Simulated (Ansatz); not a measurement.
# BaTiO3 (P4mm): band gap by G0W0 on r2SCAN, part 2 of 2

Wanted: the gap of BaTiO3 (P4mm) with a many-body correction, and the time that it takes.

Ansatz 0.2.0; r2SCAN, then G0W0 on it, plane waves, PAW. Known limits of the many-body steps: finite bands, screening cutoff and k mesh; no spin-orbit coupling in G0W0.

So far. Step 2 (The r2SCAN band structure): Over mesh and path the gap is 2.186 eV, from k = (0.500, 0.500, 0.500) to k = Γ. The least direct gap found is 2.442 eV, at k = Γ.

The database entry behind the starting cell differs from later determinations by our own check (c/a about 0.6 % short), so it need not match the best structure at ambient conditions.

In doubt: masses and optical values from hybrid runs of this build are listed as unsure (in some of the runs), which bears on the screening that GW takes from such a start.

### Step 3. One-shot GW

G0W0 replaces the xc potential by a self-energy built once from the orbitals of the start. Levels are corrected in the window of bands that the input names, at points of the mesh.

This step: G0W0 on r2SCAN, plane waves, PAW.

Contents of input.yaml:

```yaml
crystal:
  lattice:
    - [3.9998, 0.0, 0.0]
    - [0.0, 3.9998, 0.0]
    - [0.0, 0.0, 4.018]
  atoms:
    - { symbol: Ba, position: [0.0, 0.0, 0.0] }
    - { symbol: Ti, position: [0.5, 0.5, 0.49] }
    - { symbol: O, position: [0.5, 0.5, 0.019] }
    - { symbol: O, position: [0.5, 0.0, 0.517] }
    - { symbol: O, position: [0.0, 0.5, 0.517] }
kpoints:
  mp_grid: { grid: [4, 4, 4] }
hamiltonian:
  xc: r2scan
scf:
  occupations: { method: fixed }
gw:
  n_empty_bands: 509
  ecut_chi: 230.0
  qp_bands: [v2, c2]
  qp_kpoints: band_edges
  screening: { model: contour_deformation }
```

Started as:

```console
ansatz run input.yaml --threads 2 --pin off --max-ram 92160MiB --backend cuda --events-out ev --progress --plain --runs-dir out --devices 1 --max-vram 13GiB  # rebuilt from the run's record
```

Numbers of over 12 decimals in the logs are rounded to 6 here.

Log:

```text
GPUs: using 1 of 1 available (devices: 1).
[...]
GPU FFT provider: cuFFT
GPU libraries: cuBLAS 13.8.2, cuFFT 12.4.0, cuSOLVER 12.3.4
Crystal: 5 atoms, lattice volume = 64.282 Å³
Basis set: ecut = 500 eV, 1647 PW (Γ), exchange–correlation on 120×120×120 points (64 copies of the dense FFT grid, shifted against one another)
Bands: 25, of which v1, the nominal top of the filled ones, is band 20 counted from 1 (19 counted from 0)
Symmetry: 8 space group operations
[...]
k-points: 18 of 64 (time reversal used)
[...]
GPU buffer pool allocated for 27000 grid points (all kernels)
[...]
SCF iter   1: F=—  HF=-10183.702819 eV  |F-HF|=—  |Δ(HF+E_count)|=         —  Δρ=2.18e-2  dr2=3.87e-1  dr2_τ=2.42e-1  ethr=1.77e-3  ⟨swp⟩=4.4  Hψ=1924  notcnv=0  defer=23
[...]
SCF iter   9: F=-10183.797257 eV  HF=-10183.797257 eV  |F-HF|=8.36e-9  |Δ(HF+E_count)|=   2.19e-8  Δρ=3.82e-6  dr2=1.01e-8  dr2_τ=1.98e-10  ethr=2.50e-10  ⟨swp⟩=7.1  Hψ=1801  notcnv=0
SCF 1 converged in 9 iterations: F = -10183.797257 eV  dr2 = 1.01e-8
[...]
NSCF: frozen V_eff on 18 k-points, pencils in batches of 32, up to order 100
the band table was solved once the SCF had ended and its energy, with any forces and stress, was formed, with the checks that follow a solve (1926 applications of the Hamiltonian). They found nothing against the state; the energy, forces and stress were not computed again (output.eigenvalues in the input reference)
[...]
NSCF: frozen V_eff on 18 k-points
G₀W₀ screening: q 1/18
[... further progress lines ...]
SCF converged after 9 iterations
Free energy (F): -10183.797257 eV
[...]
Internal energy: -10183.797257 eV  (E = F + TS)
E sigma→0 (E₀):  -10183.797257 eV
Fermi energy:    9.993473 eV
[...]
--- Band table (eV; the first three rows and the last of 18) ---
  k-point 0: bands = [... 16 lower, 8.8067, 9.7125, 9.7373, 9.7373, 12.1707, 12.3742, 12.3742, 14.2958, ... 1 higher]
  k-point 1: bands = [... 16 lower, 8.4217, 8.7518, 9.5023, 9.5023, 12.2296, 13.1869, 13.1869, 14.2953, ... 1 higher]
  k-point 2: bands = [... 16 lower, 8.0913, 8.1031, 9.3014, 9.3014, 12.2905, 13.9016, 13.9016, 14.2962, ... 1 higher]
  k-point 17: bands = [... 16 lower, 7.6144, 9.9071, 9.9071, 9.9935, 14.5285, 14.5285, 14.5316, 17.2631, ... 1 higher]
--- G₀W₀: contour deformation, 7 samples at zero and on the imaginary axis and 1 off it, 64 q-points, 509 empty bands' worth ---
  eigenvalues of the whole cell's RPA ε∞ on this k-mesh (on a slab, of 1 + 4πα/V) = 5.4430, 5.7116, 5.7116; static W/v taken at q = 0 is 0.177868
  gw.qp_kpoints: band_edges: 12 of 18 stored k-points solved, in 1 pass; an edge of the gap read off the rows below is read off those points alone
    valence top: of the k-points left out ik 13 came nearest to being solved in a further pass, in band 20 (counted from 1, as in the quasiparticle table): it holds the edge there only if its correction is more favourable than any solved in that band by at least 0.516 eV; those differ by 0.057 eV
    conduction bottom: of the k-points left out ik 4 came nearest to being solved in a further pass, in band 21 (counted from 1, as in the quasiparticle table): it holds the edge there only if its correction is more favourable than any solved in that band by at least 0.908 eV; those differ by 0.093 eV
    ik  band        ε_KS         Σx   Σc(E_QP)       V_xc       Z   E_QP_lin       E_QP  E_QP is
     0    19      9.7373   -25.7846     3.9294   -21.5531  0.7305     9.4335     9.4352  root
     0    20      9.7373   -25.7846     3.9294   -21.5531  0.7305     9.4335     9.4352  root
     0    21     12.1707   -12.5249    -6.6766   -20.0190  0.7366    13.0007    12.9882  root
     0    22     12.3742   -12.9577    -6.4261   -20.2167  0.7357    13.2199    13.2069  root
     1    19      9.5023   -25.7349     4.0581   -21.3633  0.7281     9.1869     9.1888  root
     1    20      9.5023   -25.7349     4.0581   -21.3633  0.7281     9.1869     9.1888  root
     1    21     12.2296   -12.6390    -6.7626   -20.2352  0.7341    13.0763    13.0630  root
     1    22     13.1869   -13.9822    -6.6743   -21.5383  0.7162    14.0861    14.0686  root
     2    19      9.3014   -25.7694     4.2054   -21.2368  0.7266     8.9721     8.9742  root
     2    20      9.3014   -25.7694     4.2054   -21.2368  0.7266     8.9721     8.9742  root
     2    21     12.2905   -12.7637    -6.8550   -20.4691  0.7314    13.1550    13.1408  root
     2    22     13.9016   -14.5967    -7.1970   -22.7120  0.6946    14.8439    14.8200  root
     3    19      9.3537   -25.4207     3.8295   -21.2723  0.7286     9.0329     9.0348  root
     3    20      9.4387   -25.8019     4.0409   -21.4488  0.7282     9.1246     9.1265  root
     3    21     12.4221   -13.0254    -6.5346   -20.4064  0.7334    13.2822    13.2685  root
     3    22     13.0832   -13.9095    -6.7193   -21.4891  0.7154    13.9602    13.9435  root
     6    19      9.0635   -25.5330     4.0237   -21.1684  0.7268     8.7202     8.7226  root
     6    20      9.1576   -25.8326     4.1943   -21.3080  0.7260     8.8251     8.8273  root
     6    21     12.4783   -13.1066    -6.6619   -20.6322  0.7307    13.3566    13.3419  root
     6    22     13.8397   -14.5557    -7.2145   -22.6627  0.6930    14.7553    14.7323  root
     8    19      9.1237   -25.2778     4.3612   -20.5496  0.7165     8.7535     8.7567  root
     8    20      9.8618   -25.7850     4.3886   -21.0970  0.7214     9.5606     9.5624  root
     8    21     13.8706   -14.5530    -7.3144   -22.7617  0.6912    14.7884    14.7649  root
     8    22     13.9221   -14.5640    -7.2915   -22.7743  0.6933    14.8651    14.8409  root
     9    19      9.1014   -25.3825     4.0216   -21.0230  0.7271     8.7612     8.7635  root
     9    20      9.5197   -25.5259     4.2737   -20.9322  0.7201     9.1975     9.1997  root
     9    21     13.0290   -13.7084    -6.7720   -21.3599  0.7202    13.9252    13.9084  root
     9    22     13.2043   -14.1378    -6.7408   -21.7696  0.7139    14.1134    14.0953  root
    12    19      8.9304   -25.2260     4.2482   -20.6234  0.7214     8.5732     8.5760  root
    12    20      9.5182   -25.3316     4.3652   -20.6458  0.7171     9.1953     9.1976  root
    12    21     13.1415   -13.9451    -6.8296   -21.6678  0.7159    14.0527    14.0347  root
    12    22     13.8804   -14.5897    -7.2252   -22.7244  0.6940    14.8135    14.7899  root
    14    19      9.4809   -25.3402     4.4206   -20.5975  0.7167     9.1565     9.1588  root
    14    20      9.8841   -25.8400     4.3897   -21.1578  0.7215     9.5900     9.5917  root
    14    21     14.1741   -14.5160    -7.5441   -22.9454  0.6833    15.0838    15.0594  root
    14    22     14.1765   -14.5744    -7.4684   -22.9534  0.6873    15.1127    15.0871  root
    15    19      9.0397   -25.2814     4.3100   -20.5841  0.7201     8.6490     8.6525  root
    15    20      9.9447   -25.8171     4.4171   -21.1134  0.7199     9.6564     9.6581  root
    15    21     13.8936   -14.6036    -7.2494   -22.7638  0.6935    14.8283    14.8045  root
    15    22     13.8936   -14.6036    -7.2494   -22.7638  0.6935    14.8283    14.8045  root
    16    19      9.3909   -25.3154     4.3848   -20.5924  0.7190     9.0502     9.0527  root
    16    20      9.9689   -25.8738     4.4166   -21.1773  0.7201     9.6875     9.6891  root
    16    21     14.1885   -14.5876    -7.4675   -22.9598  0.6862    15.1186    15.0932  root
    16    22     14.1885   -14.5876    -7.4675   -22.9598  0.6862    15.1186    15.0932  root
    17    19      9.9071   -25.8971     4.3910   -21.2205  0.7216     9.6198     9.6214  root
    17    20      9.9935   -25.9327     4.4168   -21.2429  0.7202     9.7190     9.7205  root
    17    21     14.5285   -14.6045    -7.8102   -23.3164  0.6752    15.4584    15.4302  root
    17    22     14.5285   -14.6045    -7.8102   -23.3164  0.6752    15.4584    15.4302  root
```

The job ended after 61 s (1 × NVIDIA H100 80GB HBM3 (shared by 6 runs) with 2 threads of AMD EPYC 7R13 (Zen 3), shared host; peak memory 2.2 GiB; 1.8 min of CPU time).

This step gave:

```yaml
bands_summed: 529
rpa_eps_infinity_on_this_mesh_eigenvalues: 5.443, 5.712, 5.712
plane_waves_in_the_screening_matrix: 485
q_points_in_the_mesh: 64
g0w0_gap_over_the_corrected_points: 3.268 eV
k_of_the_valence_top: -0.5, -0.5, -0.5
k_of_the_conduction_bottom: 0, 0, 0
starting_gap_on_the_mesh: 2.177 eV
z_at_the_valence_top: 0.7202
z_at_the_conduction_bottom: 0.7366
least_direct_g0w0_gap_over_the_corrected_points: 3.553 eV
```

Over 12 of 18 irreducible mesh points the G0W0 gap is 3.268 eV, from k = (-0.500, -0.500, -0.500) to k = Γ. The r2SCAN gap of this run on the mesh is 2.177 eV. The two states that bound the G0W0 gap lie that far apart at the start, so the correction of the gap is 3.268 − 2.177 = +1.091 eV. The start of this run differs from the step before in mesh (6×6×6 and 4×4×4).

Labels follow the order of the start: v1 is the top filled band, c1 the lowest empty one; levels that stay degenerate share a row, the window can cut a multiplet, doubted levels are not marked in this list, bands outside the window were not corrected, and the list may be a part of the corrected levels. The levels before and after the correction (eV, zero at the valence-band top of each column):

```csv
,conduction bottom,valence top
Kohn-Sham,2.18,0.00
G0W0,3.27,0.00
```

```csv
,level,occupation,energy (eV)
Kohn-Sham,Γ v2-v1,2,-0.256
Kohn-Sham,Γ c1,0,2.177
Kohn-Sham,Γ c2,0,2.381
Kohn-Sham,(-0.5 -0.5 -0.5) v2,2,-0.086
Kohn-Sham,(-0.5 -0.5 -0.5) v1,2,0.000
Kohn-Sham,(-0.5 -0.5 -0.5) c1-c2,0,4.535
G0W0,Γ v2-v1,2,-0.285
G0W0,Γ c1,0,3.268
G0W0,Γ c2,0,3.486
G0W0,(-0.5 -0.5 -0.5) v2,2,-0.099
G0W0,(-0.5 -0.5 -0.5) v1,2,0.000
G0W0,(-0.5 -0.5 -0.5) c1-c2,0,5.710
```

The parts of the quasiparticle energy for the two states that bound the G0W0 gap, in eV on the run's own scale (QP = start + Σx + Σc − Vxc, with Σc at the quasiparticle energy):

```csv
edge,k,band,start,Σx,Σc,Vxc,Z,QP
valence top,"(-0.500, -0.500, -0.500)",20,9.993,−25.933,4.417,−21.243,0.720,9.720
conduction bottom,Γ,21,12.171,−12.525,−6.677,−20.019,0.737,12.988
```

### Step 4. Spin-orbit coupling in r2SCAN

This run has two-component orbitals with spin-orbit coupling.

This step: DFT, r2SCAN with spin-orbit coupling, plane waves, PAW.

input.yaml, the sections that differ from step 3:

```yaml
kpoints:
  mp_grid: { grid: [6, 6, 6] }
  band_path:
    path:
      - [0.0, 0.0, 0.0]
      - [0.0, 0.5, 0.0]
      - [0.5, 0.5, 0.0]
      - [0.0, 0.0, 0.5]
      - [0.0, 0.5, 0.5]
      - [0.5, 0.5, 0.5]
    npoints: 1
scf:
  occupations: { method: fixed }
  n_extra_bands: 10
magnetization:
  noncollinear: true
  spin_orbit: true
output:
  eigenvalues: true
# crystal, hamiltonian: as in step 3
# gw: removed
```

Log:

```text
[...]
GPUs: using 1 of 1 available (devices: 1).
[...]
non-collinear run that drives no moment, with spin-orbit: no starting moment large enough to seed its density (crystal.atoms[].spin), no starting occupations that ask for one, no magnetisation constraint and no magnetic field, so the semilocal B_xc is pinned to zero
[...]
GPU FFT provider: cuFFT
GPU libraries: cuBLAS 13.8.2, cuFFT 12.4.0, cuSOLVER 12.3.4
Crystal: 5 atoms, lattice volume = 64.282 Å³
Basis set: ecut = 500 eV, 1647 PW (Γ), exchange–correlation on 120×120×120 points (64 copies of the dense FFT grid, shifted against one another)
Bands: 50, of which v1, the nominal top of the filled ones, is band 40 counted from 1 (39 counted from 0)
Symmetry: 8 space group operations + 8 with time reversal
[...]
k-points: 40 of 216 (time reversal used)
Projection manifold: j_resolved (fully-relativistic pseudo-atomic orbitals)
[...]
GPU buffer pool allocated for 27000 grid points (all kernels)
[...]
SCF iter   1: F=—  HF=-10169.455527 eV  |F-HF|=—  |Δ(HF+E_count)|=         —  Δρ=5.59e-2  dr2=2.44e0  dr2_τ=5.94e-2  dr2_m=0.00e0 (ungated)  ethr=3.10e-3  |M|=0.00e0 ∫|m|=0.00e0 μB  |m|>n=0.0e0 m-floor=0.0e0 τ_xc=0.0e0  β_m=0.30  ⟨swp⟩=4.5  Hψ=8638  notcnv=0  defer=190
[...]
spin=Noncollinear: Resta preconditioning applied to the charge; magnetization (m_x, m_y, m_z) channels mix plain (no charge-response kernel on spin).
SCF iter   2: F=—  HF=-10169.540863 eV  |F-HF|=—  |Δ(HF+E_count)|=   8.53e-2  Δρ=3.74e-2  dr2=9.36e-1  dr2_τ=9.61e-3  dr2_m=0.00e0 (ungated)  ethr=3.10e-3  |M|=0.00e0 ∫|m|=0.00e0 μB  |m|>n=0.0e0 m-floor=0.0e0 τ_xc=0.0e0  β_m=0.50  ⟨swp⟩=4.0  Hψ=4211  notcnv=0  defer=150
[...]
SCF iter  10: F=-10169.523770 eV  HF=-10169.523770 eV  |F-HF|=1.44e-9  |Δ(HF+E_count)|=   3.14e-8  Δρ=2.06e-6  dr2=2.52e-9  dr2_τ=2.36e-11  dr2_m=0.00e0 (ungated)  ethr=2.50e-10  |M|=0.00e0 ∫|m|=0.00e0 μB  |m|>n=0.0e0 m-floor=0.0e0 τ_xc=0.0e0  ⟨swp⟩=10.2  Hψ=7473  notcnv=0
SCF 1 converged in 10 iterations: F = -10169.523770 eV  dr2 = 2.52e-9
[...]
SCF converged after 10 iterations
Magnetization: |M| = 0.0000 μB,  M = (+0.0000, +0.0000, +0.0000) μB
Absolute magnetization: 0.0000 μB (∫|m|)
  site 0: m = (+0.0000, +0.0000, +0.0000) μB, |m| = 0.0000 μB  (R = 1.15 Å)
  site 1: m = (+0.0000, +0.0000, +0.0000) μB, |m| = 0.0000 μB  (R = 0.78 Å)
  site 2: m = (+0.0000, +0.0000, +0.0000) μB, |m| = 0.0000 μB  (R = 0.78 Å)
  site 3: m = (+0.0000, +0.0000, +0.0000) μB, |m| = 0.0000 μB  (R = 0.83 Å)
  site 4: m = (+0.0000, +0.0000, +0.0000) μB, |m| = 0.0000 μB  (R = 0.83 Å)
Free energy (F): -10169.523770 eV
[...]
Internal energy: -10169.523770 eV  (E = F + TS)
E sigma→0 (E₀):  -10169.523770 eV
Fermi energy:    9.991287 eV
[...]
--- Band table (eV; the first three rows and the last of 40) ---
  k-point 0: bands = [... 36 lower, 9.7653, 9.7653, 9.7805, 9.7805, 12.1758, 12.1758, 12.3681, 12.3681, ... 6 higher]
  k-point 1: bands = [... 36 lower, 9.5822, 9.5822, 9.6515, 9.6515, 12.2057, 12.2057, 12.7932, 12.7932, ... 6 higher]
  k-point 2: bands = [... 36 lower, 9.3721, 9.3721, 9.4210, 9.4210, 12.2658, 12.2658, 13.5439, 13.5439, ... 6 higher]
  k-point 39: bands = [... 36 lower, 9.9087, 9.9087, 9.9913, 9.9913, 14.5292, 14.5292, 14.5312, 14.5312, ... 6 higher]
```

The job ended after 13 s (1 × NVIDIA H100 80GB HBM3 (shared by 6 runs) with 2 threads; peak memory 1.1 GiB).

Numbers from this step:

- gap: 2.185 eV
- valence top at: A
- conduction bottom at: Γ
- least direct gap: 2.395 eV

Over mesh and listed points the gap is 2.185 eV, from k = (0.500, 0.500, 0.500) to k = Γ. The least direct gap found is 2.395 eV, at k = Γ. r2SCAN+SOC against r2SCAN: 2.185 − 2.186 = −0.001 eV, with the same mesh, set of files (read in its fully relativistic form for the spin-orbit run) and cutoff, and both edges at the same k points. The spin-orbit run sees mesh and listed points alone, so its gap is an upper bound: the coupling can move an edge off these points, the more so as this crystal has no centre of inversion, and the change over the zone, its sign included where it is small, is not known.

### Step 5. The runs together

Each gap is the least one over the points named; times are wall times on shared hosts, not benchmarks. A G0W0 time includes the run's own self-consistent start. Runs with listed points see these and the mesh alone, so an edge that moves elsewhere is missed. Rows marked * are further runs, not shown as steps, whose inputs differ from the G0W0 step on the same start in the columns given; solver thresholds can differ too. Symmetry makes (0.500, 0.500, 0.500) and (-0.500, -0.500, -0.500) one point.

```csv
level,mesh,"files, cutoff","bands summed, screening",points,gap (eV),valence top,conduction bottom,least direct gap (eV),time
r2SCAN,6×6×6,"soft_2 PAW, 500 eV",-,mesh and path,2.186,"(0.500, 0.500, 0.500)",Γ,2.442,4.9 s
r2SCAN+SOC,6×6×6,"soft_2 PAW, 500 eV",-,mesh and listed points,2.185,"(0.500, 0.500, 0.500)",Γ,2.395,13 s
G0W0@r2SCAN*,4×4×4,"soft_2 PAW, 500 eV","103, 69 eV",12 of 18 irreducible mesh points,3.282,"(-0.500, -0.500, -0.500)",Γ,3.530,11 s
G0W0@r2SCAN*,4×4×4,"soft_2 PAW, 500 eV","256, 138 eV",12 of 18 irreducible mesh points,3.205,"(-0.500, -0.500, -0.500)",Γ,3.481,15 s
G0W0@r2SCAN,4×4×4,"soft_2 PAW, 500 eV","529, 230 eV",12 of 18 irreducible mesh points,3.268,"(-0.500, -0.500, -0.500)",Γ,3.553,61 s
G0W0@r2SCAN*,4×4×4,"soft_2 PAW, 500 eV","529, 230 eV, plasmon pole",12 of 18 irreducible mesh points,3.177,"(-0.500, -0.500, -0.500)",Γ,3.468,61 s
```

### Step 6. Summary of results

| Quantity | Value |
| --- | --- |
| r2SCAN gap over mesh and path | 2.186 eV, from k = (0.500, 0.500, 0.500) to k = Γ |
| G0W0@r2SCAN gap over 12 of 18 irreducible mesh points | 3.268 eV, from k = (-0.500, -0.500, -0.500) to k = Γ |
| r2SCAN+SOC gap over mesh and listed points | 2.185 eV |
| GW settings | 4×4×4 mesh, 509 empty bands, screening to 230 eV |
| known limits | finite bands, screening cutoff and k mesh; no spin-orbit coupling in G0W0 |

What this shows: Over 12 of 18 irreducible mesh points the G0W0 gap is 3.268 eV, from k = (-0.500, -0.500, -0.500) to k = Γ. The r2SCAN gap of this run on the mesh is 2.177 eV. The two states that bound the G0W0 gap lie that far apart at the start, so the correction of the gap is 3.268 − 2.177 = +1.091 eV. The valence state moves by 9.720 − 9.993 = −0.273 eV and the conduction state by 12.988 − 12.171 = +0.817 eV, on the run's own scale; with 103 bands the edge states move by +0.280 and +1.385 eV, so the split between the edges depends on the bands and cutoff. Both edges that r2SCAN shows over mesh and path lie at k points where levels were corrected. Levels at other points were not corrected, so a lower G0W0 gap elsewhere in the zone is not ruled out. From 103 bands and 69 eV to 529 bands and 230 eV the gap moves by 3.268 − 3.282 = −0.014 eV (rung by rung 3.282, 3.205, 3.268 eV); bands and screening cutoff rise together, so their parts are not told apart. The gap turns back along the series (3.282, 3.205, 3.268 eV), so no line is drawn and the limit is not known. With the plasmon pole model in place of the contour deformation model and all else as in the G0W0@r2SCAN row with 529 bands, the gap differs by 3.177 − 3.268 = −0.091 eV. G0W0 on other starts in this series, not shown as steps and not all at these settings: 3.581 eV on HSE06 (4×4×4, soft_2 PAW, 529 bands, 230 eV). r2SCAN+SOC against r2SCAN: 2.185 − 2.186 = −0.001 eV, with the same mesh, set of files (read in its fully relativistic form for the spin-orbit run) and cutoff, and both edges at the same k points. The spin-orbit run sees mesh and listed points alone, so its gap is an upper bound: the coupling can move an edge off these points, the more so as this crystal has no centre of inversion, and the change over the zone, its sign included where it is small, is not known. What spin-orbit coupling does to the G0W0 levels was not computed, so no sum with the G0W0 gap is formed. The G0W0 runs are scalar-relativistic. No pair of G0W0 runs that differ in the mesh alone is shown (4×4×4 is a supercell whose nearest images lie 16 Å apart), so the error from the mesh is not known here. G0W0 is shown with one set of atomic data (soft_2 PAW), so the error from the files is not known here.

[Paths, hosts, dates, memory and timing lines, banners, echoed tables and standing remarks are left out of the program output.]

[Logs are printed without paths, hosts, clocks, repeated set-up lines and the standing remarks that a program may print on its own settings, such as how far it seeks lower states.]

[Runs of the session that timed out or met a known fault of the program may be left out.]

[Cells called generated may have been cut or substituted from an entry of the Crystallography Open Database or the Materials Project.]

[Hosts, paths, dates, database ids (printed as entryN), source tags and the programs' standing remarks are cut or masked in the printed files.]

[Where an RPA ε∞ is given, it is that of the G0W0 mesh and is not shown converged in it. Names of k-points follow the symmetry that the program found, which can be lower than the space group named. Band edges on a path are those of the sampled points; other points can move an edge, and change direct to indirect where valleys lie close.]

[Hybrid gaps are those of their k-mesh and are not shown converged in it.]
